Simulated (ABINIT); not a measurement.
# AlGaN2 (P3m1): G0W0 in ABINIT against the k mesh, part 2 of 2

Aim: move the k mesh of a G0W0 run on AlGaN2 (P3m1) over a wide range.

ABINIT 10.8.3; LDA and many-body steps on it, plane waves. Known limits of the many-body steps: not at the basis limit; exchange with frozen shells missing; no spin-orbit coupling; coarse k mesh.

So far. Step 4 (Empty states on the mesh, 6×6×4 mesh, 34 bands): On this mesh the gap is 2.921 eV. Step 5 (Screening, 3×3×1 mesh, 30 bands, screening to 106.1 eV): Local fields lower ε∞ by 7 %. On a Γ-centred mesh this coarse the value itself is usually too large, while a short band sum pulls it down.

## Step 8: 3×3×2

The self-energy is evaluated for the states that the input lists, and the levels follow from it, in one-shot runs by the linearised quasiparticle equation.

This step: G0W0 on LDA, plane waves, norm-conserving pseudopotentials.

Input file run.abi:

```
acell 3*1.0 Angstrom
rprim 
  3.145282644058 -0.000000000015 0.000000000000
  -1.572641322016 2.723894671844 0.000000000000
  0.000000000000 0.000000000000 5.096893730000
ntypat 3
znucl 13 31 7
natom 4
typat 1 2 3 3
xred 
  0.000000000000 0.000000000000 0.999263770000
  0.666666666667 0.333333333333 0.497174210000
  0.666666666667 0.333333333333 0.111803640000
  0.000000000000 0.000000000000 0.628158390000
pp_dirpath "pseudos"
pseudos "Al.upf, Ga.upf, N.upf"
ecut 36
ngkpt 3 3 2
nshiftk 1
shiftk 0 0 0
kptopt 1
chksymbreak 0
istwfk *1
occopt 1
irdwfk 1
optdriver 4
nband 30
gwcalctyp 0
ecutsigx 36
symsigma 1
nkptgw 1
kptgw 
  0.0000000000 0.0000000000 0.0000000000
bdgw 
  12 15
ecuteps 3.9
irdscr 1
ppmodel 1
indata_prefix "in"
outdata_prefix "out"
tmpdata_prefix "tmp"
```

Started as:

```sh
OMP_NUM_THREADS=1 mpirun -n 4 abinit run.abi > log
```

Numbers of over 12 decimals in the logs are rounded to 6 here.

Log:

```text
.Version 10.8.3 of ABINIT. v10.8.2 released Aug 2026.

 Symmetries : space group P3 m 1 (#156); Bravais hP (primitive hexag.)
[... echo of the input left out ...]
== DATASET  1 ==================================================================
-   mpi_nproc: 4, omp_nthreads: 1 (-1 if OMP is not activated)

--- !DatasetInfo
iteration_state: {dtset: 1, }
dimensions: {natom: 4, nkpt: 6, mband: 30, nsppol: 1, nspinor: 1, nspden: 1, mpw: 3066, }
cutoff_energies: {ecut:  36.0, pawecutdg:  -1.0, }
electrons: {nelect:   2.60000000E+01, charge:   0.00000000E+00, occopt:   1.00000000E+00, tsmear:   1.00000000E-02, }

 SIGMA: Calculation of the GW corrections

 Based on a program developped by R.W. Godby, V. Olevano, G. Onida, and L. Reining.
 Incorporated in ABINIT by V. Olevano, G.-M. Rignanese, and M. Torrent.
.Using double precision arithmetic ; gwpc =  8

[... cell and pseudopotentials left out ...]
--------------------------------------------------------------------------------

 ==== K-mesh for the wavefunctions ====
 Number of points in the irreducible wedge :     6
[... list of points left out ...]
 Together with  6 symmetry operations and time-reversal symmetry
 yields    18 points in the full Brillouin Zone.

 ==== Q-mesh for screening function ====
 Number of points in the irreducible wedge :     6
[... list of points left out ...]
 Together with  6 symmetry operations and time-reversal symmetry
 yields    18 points in the full Brillouin Zone.

 vcoul_init : cutoff-mode = AUXILIARY_FUNCTION
 q-points for optical limit:   1
     1)      0.000010    0.000020    0.000030
 setmesh: FFT mesh size selected  =    27x   27x   54
          total number of points  =        39366

 Number of electrons calculated from density =   26.0000; Expected =   26.0000
[...]
number of k-points in IBZ                           6
 number of q-points in IBZ                           6
 number of symmetry operations                       6
 number of k-points in BZ                           18
 number of q-points in BZ                           18
 number of frequencies for dSigma/dE                 9
 frequency step for dSigma/dE [eV]                0.25
 number of omega for Sigma on real axis              0
 max omega for Sigma on real axis  [eV]           0.00
 zcut for avoiding poles [eV]                     0.10

 EPSILON^-1 parameters (SCR file):
 dimension of the eps^-1 matrix on file            111
 dimension of the eps^-1 matrix used               111
 number of plane-waves for wavefunctions          3027
 number of bands                                    30
 number of q-points in IBZ                           6
 number of frequencies                               2
 number of real frequencies                          1
 number of imag frequencies                          1

 matrix elements of self-energy operator (all in [eV])

 Perturbative Calculation

--- !SelfEnergy_ee
iteration_state: {dtset: 1, }
kpoint     : [   0.000,    0.000,    0.000, ]
spin       : 1
KS_gap     :    2.921
QP_gap     :    3.848
Delta_QP_KS:    0.927
data: !SigmaeeData |
     Band     E0 <VxcDFT>   SigX SigC(E0)      Z dSigC/dE  Sig(E)    E-E0       E
       12   5.381 -17.816 -21.198   4.102   0.795  -0.258 -17.243   0.573   5.954
       13   5.381 -17.816 -21.198   4.102   0.795  -0.258 -17.243   0.573   5.954
       14   8.302 -13.907  -9.027  -3.047   0.819  -0.221 -12.406   1.501   9.803
       15  10.864 -12.213  -6.717  -3.502   0.830  -0.204 -10.558   1.655  12.519

== END DATASET(S) ==============================================================
================================================================================

 -outvars: echo values of variables after computation  --------
           etotal      0.0000000000E+00
            nband          30
             nkpt           6
          spgroup         156
 [... the other variables as echoed above ...]

 Calculation completed.
```

The job ended after 2.8 s (4 MPI ranks of Arm Neoverse V2, shared host; peak memory 0.1 GiB; 11 s of CPU time).

Numbers from this step:

- G0W0 gap on the points computed: 3.849 eV
- starting gap on the mesh: 2.921 eV
- k of the valence top: 0, 0, 0
- k of the conduction bottom: 0, 0, 0
- Z at the valence top: 0.795
- Z at the conduction bottom: 0.819
- least direct G0W0 gap on the computed points: 3.849 eV

The gap on the mesh goes from 2.92 eV to 3.85 eV, a correction of +0.93 eV.

## Step 9: Screening, 6×6×4 mesh, 30 bands, screening to 106.1 eV

This step: RPA screening on LDA, plane waves, norm-conserving pseudopotentials.

Changes to run.abi since step 8:

```diff
@@ -17,3 +17,3 @@
 ecut 36
-ngkpt 3 3 2
+ngkpt 6 6 4
 nshiftk 1
@@ -25,15 +25,8 @@
 irdwfk 1
-optdriver 4
+optdriver 3
 nband 30
-gwcalctyp 0
-ecutsigx 36
-symsigma 1
-nkptgw 1
-kptgw 
-  0.0000000000 0.0000000000 0.0000000000
-bdgw 
-  12 15
 ecuteps 3.9
-irdscr 1
-ppmodel 1
+inclvkb 2
+awtr 1
+symchi 1
 indata_prefix "in"
```

Log:

```text
.Version 10.8.3 of ABINIT. v10.8.2 released Aug 2026.

 Symmetries : space group P3 m 1 (#156); Bravais hP (primitive hexag.)
[... echo of the input left out ...]
== DATASET  1 ==================================================================
-   mpi_nproc: 4, omp_nthreads: 1 (-1 if OMP is not activated)

--- !DatasetInfo
iteration_state: {dtset: 1, }
dimensions: {natom: 4, nkpt: 24, mband: 30, nsppol: 1, nspinor: 1, nspden: 1, mpw: 3066, }
cutoff_energies: {ecut:  36.0, pawecutdg:  -1.0, }
[...]
--------------------------------------------------------------------------------
[... chi0 elements left out ...]
 For q-point:  0.000010 0.000020 0.000030
  dielectric constant =   4.9457
  dielectric constant without local fields =   5.3282

  Average fulfillment of the sum rule on Im[epsilon] for q-point    1 :     25.69  [%]
[... wings left out ...]
  q-point number  2        q = ( 0.166667, 0.000000, 0.000000) [r.l.u.]
--------------------------------------------------------------------------------
[... chi0 elements left out ...]
  Average fulfillment of the sum rule on Im[epsilon] for q-point    2 :     43.92  [%]

 [... 22 further q-points ...]
```

It took 32 s on 4 MPI ranks; peak memory 0.76 GiB.

Numbers from this step:

| Property | Result |
| --- | --- |
| ε∞ with local fields, on this mesh, along the program's q direction | 4.946 |
| the same without local fields | 5.328 |
| plasma frequency | 28.65 eV |
| plane waves in the screening matrix | 111 |

## Step 10: 6×6×4

This step: G0W0 on LDA, plane waves, norm-conserving pseudopotentials.

Changes to run.abi since step 9:

```diff
@@ -25,8 +25,15 @@
 irdwfk 1
-optdriver 3
+optdriver 4
 nband 30
+gwcalctyp 0
+ecutsigx 36
+symsigma 1
+nkptgw 1
+kptgw 
+  0.0000000000 0.0000000000 0.0000000000
+bdgw 
+  12 15
 ecuteps 3.9
-inclvkb 2
-awtr 1
-symchi 1
+irdscr 1
+ppmodel 1
 indata_prefix "in"
```

Log:

```text
.Version 10.8.3 of ABINIT. v10.8.2 released Aug 2026.

 Symmetries : space group P3 m 1 (#156); Bravais hP (primitive hexag.)
[... echo of the input left out ...]
== DATASET  1 ==================================================================
-   mpi_nproc: 4, omp_nthreads: 1 (-1 if OMP is not activated)

--- !DatasetInfo
iteration_state: {dtset: 1, }
dimensions: {natom: 4, nkpt: 24, mband: 30, nsppol: 1, nspinor: 1, nspden: 1, mpw: 3066, }
cutoff_energies: {ecut:  36.0, pawecutdg:  -1.0, }
[...]
13   5.381 -17.780 -21.137   3.860   0.795  -0.257 -17.380   0.400   5.781
       14   8.302 -13.916  -9.485  -2.751   0.821  -0.218 -12.537   1.379   9.681
       15  10.864 -12.242  -7.029  -3.342   0.832  -0.202 -10.685   1.557  12.421

== END DATASET(S) ==============================================================
================================================================================

 -outvars: echo values of variables after computation  --------
           etotal      0.0000000000E+00
            nband          30
             nkpt          24
          spgroup         156
 [... the other variables as echoed above ...]

 Calculation completed.
```

Elapsed: 3.5 s, on 4 MPI ranks; peak memory 0.69 GiB; 13 s of CPU time.

Numbers from this step:

```yaml
g0w0_gap_on_the_points_computed: 3.900 eV
starting_gap_on_the_mesh: 2.921 eV
k_of_the_valence_top: 0, 0, 0
k_of_the_conduction_bottom: 0, 0, 0
least_direct_g0w0_gap_on_the_computed_points: 3.900 eV
```

Against the run before, the gap moves by +0.051 eV.

## Step 11: The runs together

Times are wall times on 4 MPI ranks of Arm Neoverse V2, shared host, good to a factor of about two. A run's time includes the screening step that it read.

| run | mesh | bands | screening cutoff (eV) | DFT gap (eV) | gap on the mesh (eV) | direct (eV) | ε∞ used | time |
| --- | --- | --- | --- | --- | --- | --- | --- | --- |
| 3×3×1 | 3×3×1 | 30 | 106.1 | 2.921 | 3.738 | 3.738 | 7.18 | 5.7 s |
| 3×3×2 | 3×3×2 | 30 | 106.1 | 2.921 | 3.849 | 3.849 | 6.43 | 6.8 s |
| 6×6×4 | 6×6×4 | 30 | 106.1 | 2.921 | 3.900 | 3.900 | 4.95 | 36 s |

## Step 12: Outcome

```json
{
  "3×3×1": "3.738 eV",
  "3×3×2": "3.849 eV",
  "6×6×4": "3.900 eV",
  "known limits": "not at the basis limit; exchange with frozen shells missing; no spin-orbit coupling; coarse k mesh"
}
```

What this shows: The setting moved: k mesh. From 3×3×1 to 6×6×4 the gap moves by +0.16 eV, for 6.2 times the time. The last step still moves it by +0.051 eV. Bands and screening cutoff are coupled, so a series along one setting does not show full convergence. Bands and cutoff are finite, so the gap is not at the basis limit. The miss can reach some tenths of an eV and take either sign; the mesh is an error of its own. In the G0W0 runs levels were corrected at 1 k point alone, so a gap called «on the mesh» is the least over those, and an edge elsewhere would be missed. The 3×3×1 mesh is coarse for this cell, which bears on the long-range parts of exchange and screening. The norm-conserving file of at least one element keeps a d shell over frozen s and p shells of the same row. Exchange with those shells is missing from the self-energy, an error of 0.3 to 0.9 eV in cases checked, whose sign depends on which edge lies on those atoms. The many-body steps are scalar-relativistic: spin-orbit coupling is not in them.

[Paths, hosts, dates, memory and timing lines, banners, echoed tables and standing remarks are left out of the program output.]

[Logs are printed without paths, hosts, clocks, repeated set-up lines and the standing remarks that a program may print on its own settings, such as how far it seeks lower states.]

[Runs of the session that timed out or met a known fault of the program may be left out.]

[Hosts, paths, dates, database ids (printed as entryN), source tags and the programs' standing remarks are cut or masked in the printed files.]

[G0W0 gaps are taken among the corrected bands and points alone; a level outside them can change the order at an edge.]

[Where Ansatz stands beside ABINIT at settings called matched, ABINIT's density can come from a denser mesh and the files from another edition; pairs whose starting gaps differed by over 0.03 eV were left out, so agreement reads better than it is.]
